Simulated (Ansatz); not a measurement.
# r2SCAN work function of a third face of Ag from its PBE value

PBE and r2SCAN are run on the same slabs. If the two track each other from face to face, two faces calibrate the third.

Set-up. Ansatz 0.2.0, plane waves with PAW datasets (its set soft_2) at their recommended cutoffs; symmetric slabs of 7 layers cut at the tabulated experimental lattice constant, atoms at bulk places, 18 Å of vacuum, k-spacing 0.16 Å⁻¹ (2π included), Fermi-Dirac smearing of 0.1 eV, SCF threshold 1e-9 eV. The work function is the vacuum level less the Fermi level.

| run | PBE (eV) | r2SCAN (eV) |
| --- | --- | --- |
| Ag(110) | 4.120 | 4.053 |
| Ag(100) | 4.296 | ? |
| Ag(111) | 4.450 | 4.410 |

Q: Estimate the withheld value from the rows shown.

Two rows fix a line: slope = (4.410 − 4.053) / (4.450 − 4.120) = 1.0818, intercept −0.4040. At 4.296 it gives 1.0818 × 4.296 + (−0.4040) = 4.243 eV. Rounding of the rows alone allows about ±0.001 eV there; two rows can't show whether the line holds.

The run itself gives 4.249 eV: a miss of +0.006 eV. The plain offset, r2SCAN less PBE, runs from −0.067 to −0.040 eV over the three faces.

**Limits.** Unrelaxed, unreconstructed faces at one geometry; neither value is a test against experiment.
